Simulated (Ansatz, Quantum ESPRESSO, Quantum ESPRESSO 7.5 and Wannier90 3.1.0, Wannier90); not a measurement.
## straight Re chain, spacing 2.25 Å: Wannier functions and conductance

Aim: a Wannier model and the conductance steps that follow from it, for this wire: straight Re chain, spacing 2.25 Å.

Main program and level: Quantum ESPRESSO 7.5 and Wannier90 3.1.0; plane-wave DFT, PBEsol, GBRV ultrasoft pseudopotentials (cross-check by Ansatz 0.2.0 with PAW datasets).

Report form: the programs' logs are mostly left out.

**1. The starting structure**

The cell holds 1 atom: 1 Re. Its edges and angles: a = 8.000 Å, b = 8.000 Å, c = 2.250 Å, α = 90.0°, β = 90.0°, γ = 90.0°. Vacuum lies along a and b. The structure's axis is c.

**2. Self-consistent run**

The input, scf.in:

```
&control
  prefix = 'scf'
  outdir = './out'
  pseudo_dir = './pseudo'
  calculation = 'scf'
  tprnfor = .true.
/
&system
  ibrav = 0
  nat = 1
  ntyp = 1
  ecutwfc = 34
  ecutrho = 170
  occupations = 'smearing'
  smearing = 'mv'
  degauss = 0.005
/
&electrons
  conv_thr = 1e-07
  mixing_beta = 0.4
  electron_maxstep = 120
  mixing_mode = 'local-TF'
/
ATOMIC_SPECIES
  Re  186.2070  re_pbesol_v1.2.uspp.F.UPF
CELL_PARAMETERS angstrom
  8.00000000000000 0.00000000000000 0.00000000000000
  0.00000000000000 8.00000000000000 0.00000000000000
  0.00000000000000 0.00000000000000 2.25000000000000
ATOMIC_POSITIONS crystal
  Re  0.000000000000 0.000000000000 0.000000000000
K_POINTS automatic
  1 1 32 0 0 0
```

On the command line:

```bash
OMP_NUM_THREADS=1 mpirun -n 4 pw.x -nk 2 -in scf.in > scf.out
```

It took 8 s on 4 MPI ranks of Intel Xeon Platinum 8488C (Sapphire Rapids), shared host; peak memory 0.55 GiB.

Numbers from this step:

| Property | Result |
| --- | --- |
| free energy | -2584.3172 eV |
| Fermi energy | -2.052 eV |

The program's own clock; routines nest. Time by routine:

```tsv
routine	wall time (s)	calls
PWSCF	7.23	1
electrons	6.06	1
c_bands	1.98	13
sum_band	1.82	13
cegterg	1.69	117
h_psi	1.43	323
fftw	1.42	7910
newd	1.4	13
vloc_psi	1.29	323
init_run	0.87	1
mix_rho	0.81	13
ffts	0.64	1369
potinit	0.31	1
hinit0	0.3	1
```

The run needed 12 iterations to bring the estimated error under 1e-07 Ry.

**3. Full uniform mesh without symmetry**

Wannier90 needs the states on a whole uniform mesh, listed point by point, without symmetry.

The input, nscf.in:

```
&control
  prefix = 'nscf'
  outdir = './out'
  pseudo_dir = './pseudo'
  calculation = 'nscf'
/
&system
  ibrav = 0
  nat = 1
  ntyp = 1
  ecutwfc = 34
  ecutrho = 170
  occupations = 'smearing'
  smearing = 'mv'
  degauss = 0.005
  nosym = .true.
  noinv = .true.
  nbnd = 36
/
&electrons
  conv_thr = 1e-08
  mixing_beta = 0.4
  electron_maxstep = 120
  mixing_mode = 'local-TF'
  diago_full_acc = .true.
/
ATOMIC_SPECIES
  Re  186.2070  re_pbesol_v1.2.uspp.F.UPF
CELL_PARAMETERS angstrom
  8.00000000000000 0.00000000000000 0.00000000000000
  0.00000000000000 8.00000000000000 0.00000000000000
  0.00000000000000 0.00000000000000 2.25000000000000
ATOMIC_POSITIONS crystal
  Re  0.000000000000 0.000000000000 0.000000000000
K_POINTS crystal
16
  0.0000000000 0.0000000000 0.0000000000 0.0625
  0.0000000000 0.0000000000 0.0625000000 0.0625
  0.0000000000 0.0000000000 0.1250000000 0.0625
  0.0000000000 0.0000000000 0.1875000000 0.0625
  0.0000000000 0.0000000000 0.2500000000 0.0625
  0.0000000000 0.0000000000 0.3125000000 0.0625
  0.0000000000 0.0000000000 0.3750000000 0.0625
  0.0000000000 0.0000000000 0.4375000000 0.0625
  0.0000000000 0.0000000000 0.5000000000 0.0625
  0.0000000000 0.0000000000 0.5625000000 0.0625
  0.0000000000 0.0000000000 0.6250000000 0.0625
  0.0000000000 0.0000000000 0.6875000000 0.0625
  0.0000000000 0.0000000000 0.7500000000 0.0625
  0.0000000000 0.0000000000 0.8125000000 0.0625
  0.0000000000 0.0000000000 0.8750000000 0.0625
  0.0000000000 0.0000000000 0.9375000000 0.0625
```

On the command line:

```bash
cp -r out/scf.save out/nscf.save
cp out/scf.xml out/nscf.xml
OMP_NUM_THREADS=1 mpirun -n 4 pw.x -nk 1 -in nscf.in > nscf.out
```

Wall time 6.6 s (4 MPI ranks); peak memory 0.23 GiB.

This step gave:

* Fermi energy: -2.074 eV

The program's own clock; routines nest. Time by routine:

```tsv
routine	wall time (s)	calls
PWSCF	5.73	1
electrons	4.85	1
c_bands	4.85	1
cegterg	4.64	40
h_psi	2.79	666
vloc_psi	2.57	666
fftw	2.35	22964
cdiaghg	0.77	626
init_run	0.7	1
potinit	0.3	1
hinit0	0.28	1
ffts	0.28	1
interpolate	0.28	1
fft	0.24	13
```

**4. Neighbour list from wannier90 -pp, with dis_win_max − E_F = 9.0**

A first try, with customary settings: the .win file sets projections and windows, and states in the frozen window are kept exactly.

The input, wan_try.win:

```
num_wann = 9
num_bands = 36
num_iter = 200
num_print_cycles = 20
conv_tol = 1e-8
conv_window = 5
guiding_centres = true
dis_num_iter = 1500
dis_conv_tol = 1e-8
dis_win_min = -13.0516
dis_win_max = 6.9484
dis_froz_max = -0.5516
search_shells = 120
fermi_energy = -2.0516

transport = true
transport_mode = bulk
one_dim_axis = z
dist_cutoff = 17.9
dist_cutoff_mode = one_dim
tran_win_min = -4.0
tran_win_max = 2.0
tran_energy_step = 0.02

bands_plot = true
bands_num_points = 96
begin kpoint_path
G 0.0 0.0 0.0 Z 0.0 0.0 0.5
end kpoint_path

begin projections
Re:s;p;d
end projections

begin unit_cell_cart
ang
  8.0000000000 0.0000000000 0.0000000000
  0.0000000000 8.0000000000 0.0000000000
  0.0000000000 0.0000000000 2.2500000000
end unit_cell_cart

begin atoms_frac
  Re 0.0000000000 0.0000000000 0.0000000000
end atoms_frac

mp_grid = 1 1 16
begin kpoints
  0.0 0.0 0.0000000000
  0.0 0.0 0.0625000000
  0.0 0.0 0.1250000000
  0.0 0.0 0.1875000000
  0.0 0.0 0.2500000000
  0.0 0.0 0.3125000000
  0.0 0.0 0.3750000000
  0.0 0.0 0.4375000000
  0.0 0.0 0.5000000000
  0.0 0.0 0.5625000000
  0.0 0.0 0.6250000000
  0.0 0.0 0.6875000000
  0.0 0.0 0.7500000000
  0.0 0.0 0.8125000000
  0.0 0.0 0.8750000000
  0.0 0.0 0.9375000000
end kpoints
```

On the command line:

```bash
OMP_NUM_THREADS=1 wannier90.x -pp wan_try > wan_try.pp.log
```

Run time: 0.71 s. Hardware: 1 MPI rank; peak memory 0.08 GiB.

**5. Overlaps and projections**

The same post-processing, on the changed run.

The input, wan_try.p2w.in:

```
&inputpp
  prefix = 'nscf'
  outdir = './out'
  seedname = 'wan_try'
  write_mmn = .true.
  write_amn = .true.
  write_unk = .false.
/
```

On the command line:

```bash
OMP_NUM_THREADS=1 mpirun -n 4 pw2wannier90.x -in wan_try.p2w.in > wan_try.p2w.out
```

Elapsed: 3.4 s, on 4 MPI ranks; peak memory 0.21 GiB.

**6. Localisation, bands and conductance, with dis_win_max − E_F = 9.0**

wan_try.win is that of step 4.

On the command line:

```bash
OMP_NUM_THREADS=1 wannier90.x wan_try > wan_try.run.log
```

Wall time 0.78 s (1 MPI rank); peak memory 0.08 GiB.

The program refused the input before any cycle.

The fault put into the input: an outer window with fewer states than Wannier functions at some k (dis_win_max − E_F = 9.0).

The outer window must hold at least num_wann states at every k: widen it, with enough bands computed to fill it.

**7. Neighbour list from wannier90 -pp**

The cure tried: a wider outer window, at both ends where needed.

The .win file sets projections and windows: states in the frozen window are kept exactly, the outer window gives room to disentangle.

wan.win is the input of step 6 with these lines changed:

```diff
@@ -10,3 +10,3 @@
 dis_win_min = -13.0516
-dis_win_max = 6.9484
+dis_win_max = 17.9484
 dis_froz_max = -0.5516
```

On the command line:

```bash
OMP_NUM_THREADS=1 wannier90.x -pp wan > wan.pp.log
```

Run time: 0.71 s. Hardware: 1 MPI rank; peak memory 0.08 GiB.

**8. Overlaps and projections**

pw2wannier90.x computes the overlaps between neighbouring k-points and the projections.

wan.p2w.in is the input of step 5 with these lines changed:

```diff
@@ -3,3 +3,3 @@
   outdir = './out'
-  seedname = 'wan_try'
+  seedname = 'wan'
   write_mmn = .true.
```

On the command line:

```bash
OMP_NUM_THREADS=1 mpirun -n 4 pw2wannier90.x -in wan.p2w.in > wan.p2w.out
```

Run time: 3.7 s. Hardware: 4 MPI ranks; peak memory 0.21 GiB; 14 s of CPU time.

**9. Localisation, bands and conductance**

After disentangling and localising, transport_mode = bulk builds principal layers from hoppings within dist_cutoff and counts open channels.

wan.win is that of step 7.

On the command line:

```bash
OMP_NUM_THREADS=1 wannier90.x wan > wan.run.log
```

Elapsed: 10 s, on 1 MPI rank; peak memory 0.08 GiB.

Numbers from this step:

| Item | Value |
| --- | --- |
| lead channels at the Fermi level, one spin | 6.000 |
| total spread | 12.91 Å² |
| gauge-invariant spread | 10.56 Å² |
| largest misfit to plane-wave levels between mesh points, inside the frozen window | 0.01724 eV |

Per spin. Table of quantum conductance of the perfect wire, open channels by energy, zero at the Fermi level:

energy (eV), quantum conductance of the perfect wire, open channels and a bar from the least value:
```
   -4.000       1.00 
   -3.800       3.00 ############
   -3.600       3.00 ############
   -3.400       3.00 ############
   -3.200       3.00 ############
   -3.000       3.00 ############
   -2.800       3.00 ############
   -2.600       3.00 ############
   -2.400       3.00 ############
   -2.200       4.00 ##################
   -2.000       4.00 ##################
   -1.800       4.00 ##################
   -1.600       4.00 ##################
   -1.400       4.00 ##################
   -1.200       4.00 ##################
   -1.020       6.00 ##############################
   -0.800       6.00 ##############################
   -0.600       6.00 ##############################
   -0.400       6.00 ##############################
   -0.200       6.00 ##############################
    0.000       6.00 ##############################
    0.200       6.00 ##############################
    0.400       6.00 ##############################
    0.600       6.00 ##############################
    0.800       6.00 ##############################
    1.000       6.00 ##############################
    1.200       4.00 ##################
    1.400       4.00 ##################
    1.600       4.00 ##################
    1.800       4.00 ##################
    2.000       3.00 ############
```

Wannier functions:

```tsv
no.	x (Å)	y (Å)	z (Å)	spread (Å²)
1	-0.09695	-0.2786	1.125	1.76
2	-0.6554	-2.123	-4.5	2.003
3	0.9943	-0.05055	3.70e-5	1.501
4	0.06784	1.232	5.50e-5	1.656
5	-0.0562	-0.2541	0.00255	1.237
6	0.02811	-0.00161	-2.12e-4	1.054
7	-0.004776	0.06416	-0.00269	1.082
8	-0.8504	0.1081	1.34e-4	1.464
9	0.09989	-0.06713	1.60e-5	1.153
```

The electronic bands at the labelled points (eV, zero at the Fermi level; # counts the bands kept):

```tsv
point	#1	#2	#3	#4	#5	#6	#7	#8
Γ	-6.13	-2.36	-1.19	-1.18	2.51	2.71	4.72	4.72
halfway	-1.26	-1.26	-0.89	-0.20	-0.19	-0.17	6.39	7.06
Z	-3.94	-3.94	1.05	1.06	1.99	6.81	9.99	10.15
```

Bands and channels are those of the Wannier model: bands that were not projected, and all outside the frozen window, are missing or only approximate.

Disentanglement stopped at its cap on iterations, so these spreads are not final.

At least 1 of the functions sits far from every atom, off the bonds: the outer window has let in states of the vacuum, so the basis is not the atomic one that was projected.

**10. Neighbour list from wannier90 -pp, with dis_num_iter = 10**

How much does a setting matter? One run is repeated with a change.

wan_w.win is the input of step 9 with these lines changed:

```diff
@@ -7,3 +7,3 @@
 guiding_centres = true
-dis_num_iter = 1500
+dis_num_iter = 10
 dis_conv_tol = 1e-8
```

On the command line:

```bash
OMP_NUM_THREADS=1 wannier90.x -pp wan_w > wan_w.pp.log
```

Elapsed: 0.76 s, on 1 MPI rank; peak memory 0.08 GiB.

**11. Overlaps and projections**

The follow-up step for that run.

The input, wan_w.p2w.in:

```
&inputpp
  prefix = 'nscf'
  outdir = './out'
  seedname = 'wan_w'
  write_mmn = .true.
  write_amn = .true.
  write_unk = .false.
/
```

On the command line:

```bash
OMP_NUM_THREADS=1 mpirun -n 4 pw2wannier90.x -in wan_w.p2w.in > wan_w.p2w.out
```

The job ended after 3.3 s (4 MPI ranks; peak memory 0.21 GiB; 12 s of CPU time).

**12. Wannier functions and transport, with dis_num_iter = 10**

A sensitivity test on the input.

wan_w.win is the input of step 9 with these lines changed:

```diff
@@ -7,3 +7,3 @@
 guiding_centres = true
-dis_num_iter = 1500
+dis_num_iter = 10
 dis_conv_tol = 1e-8
```

On the command line:

```bash
OMP_NUM_THREADS=1 wannier90.x wan_w > wan_w.run.log
```

The job ended after 6.6 s (1 MPI rank; peak memory 0.08 GiB).

The changed values were drawn from a wide range, not chosen for quality; the comparison shows what they did here together.

The total spread is 15.5 against 12.9 Å². Between −2 and 1.5 eV the channel count differs from the first run's at 0 % of the energies, and at the Fermi level it is 6 against 6.

**13. The same in Ansatz**

A second code with its own PAW datasets, on the same atoms.

Level of this step: plane-wave DFT, PBEsol, Ansatz PAW (Ansatz 0.2.0).

System of this step: straight Re chain, spacing 2.25 Å, 2 periods. The cell holds 2 atoms: 2 Re. Its edges and angles: a = 8.000 Å, b = 8.000 Å, c = 4.500 Å, α = 90.0°, β = 90.0°, γ = 90.0°. Vacuum lies along a and b. The structure's axis is c.

The input, input.yaml:

```yaml
crystal:
  lattice:
    - [8.0, 0.0, 0.0]
    - [0.0, 8.0, 0.0]
    - [0.0, 0.0, 4.5]
  atoms:
    - { symbol: Re, position: [0.0, 0.0, 0.0] }
    - { symbol: Re, position: [0.0, 0.0, 0.5] }
kpoints:
  mp_grid: { grid: [1, 1, 16] }
hamiltonian:
  xc: pbesol
scf:
  occupations: { method: fermi_dirac, width: 0.05 }
  convergence: { dr2_threshold: 1.0e-08 }
output:
  transmission:
    leads: [[0, 0]]
    e_range: [-4.0, 2.0]
    de: 0.05
    kmesh: [1, 1]
    reduced_basis: true
```

On the command line:

```bash
ansatz run input.yaml --threads 4 --pin off --max-ram 12288MiB --backend cpu --events-out ev --progress --plain --runs-dir out
```

It took 16 s on 4 threads; peak memory 0.64 GiB; 54 s of CPU time.

Read from the output:

```
free energy                                : -21462.8342 eV
energy at zero smearing                    : -21462.8106 eV
smearing term TS                           : 0.04727 eV
Fermi energy                               : -2.087 eV
symmetry operations                        : 32
lead channels at the Fermi level, one spin : 6
```

Per spin. Table of open channels by energy, zero at the Fermi level:

```tsv
energy (eV)	open channels
-4.000	1
-3.800	3
-3.600	3
-3.400	3
-3.200	3
-3.000	3
-2.800	3
-2.600	3
-2.400	3
-2.200	4
-2.000	4
-1.800	4
-1.600	4
-1.400	4
-1.200	4
-1.000	6
-0.800	6
-0.600	6
-0.400	6
-0.200	6
0.000	6
0.200	6
0.400	6
0.600	6
0.800	6
1.000	6
1.200	4
1.400	4
1.600	4
1.800	4
2.000	3
```

**14. By hand**

6 channels × 77.48 µS = 465 µS, a two-terminal resistance of 12.906/6 = 2.15 kΩ whatever the wire's length, as long as nothing scatters.

**15. Outcome**

```json
{"open channels at the Fermi level, per spin": "6", "total spread": "12.9 Å²", "gauge-invariant spread": "10.6 Å²", "largest band misfit in the frozen window": "0.0172 eV", "channels at the Fermi level by Ansatz": "6"}
```

In words: The wire offers 6 channels per spin at the Fermi level. Between -4 and 1.5 eV the channel count from Wannier functions equals that from Ansatz's layer matching at 98 % of the energies; outside the frozen window the Wannier bands are not held to the plane-wave ones. Each plane-wave level in the frozen window has a Wannier level within 0.02 eV; this test doesn't see extra bands that a model may add. Disentanglement stopped at its cap on iterations, so the spreads are not final; the frozen states are kept all the same. At least one function lies in the vacuum, so the spreads don't describe atomic orbitals, though the frozen bands are still reproduced. The wire is perfect, so the conductance only counts bands: each channel, with its partner of the other spin, carries G₀ = 2e²/h. It was run without spin polarisation, which was not tested. Spin-orbit coupling is left out; depending on the atoms that carry the levels of interest, it can split and shift them by tenths of an eV to an eV or more.

[Logs are printed without paths, hosts, clocks, repeated set-up lines and the standing remarks that a program may print on its own settings, such as how far it seeks lower states.]

[Hosts, paths, dates, database ids (printed as entryN), source tags and the programs' standing remarks are cut or masked in the printed files.]

[Maps of the electrostatic potential energy from Ansatz leave out the sawtooth potential of an applied field or a dipole correction, so their vacuum need not be flat; planar profiles and work functions include it.]
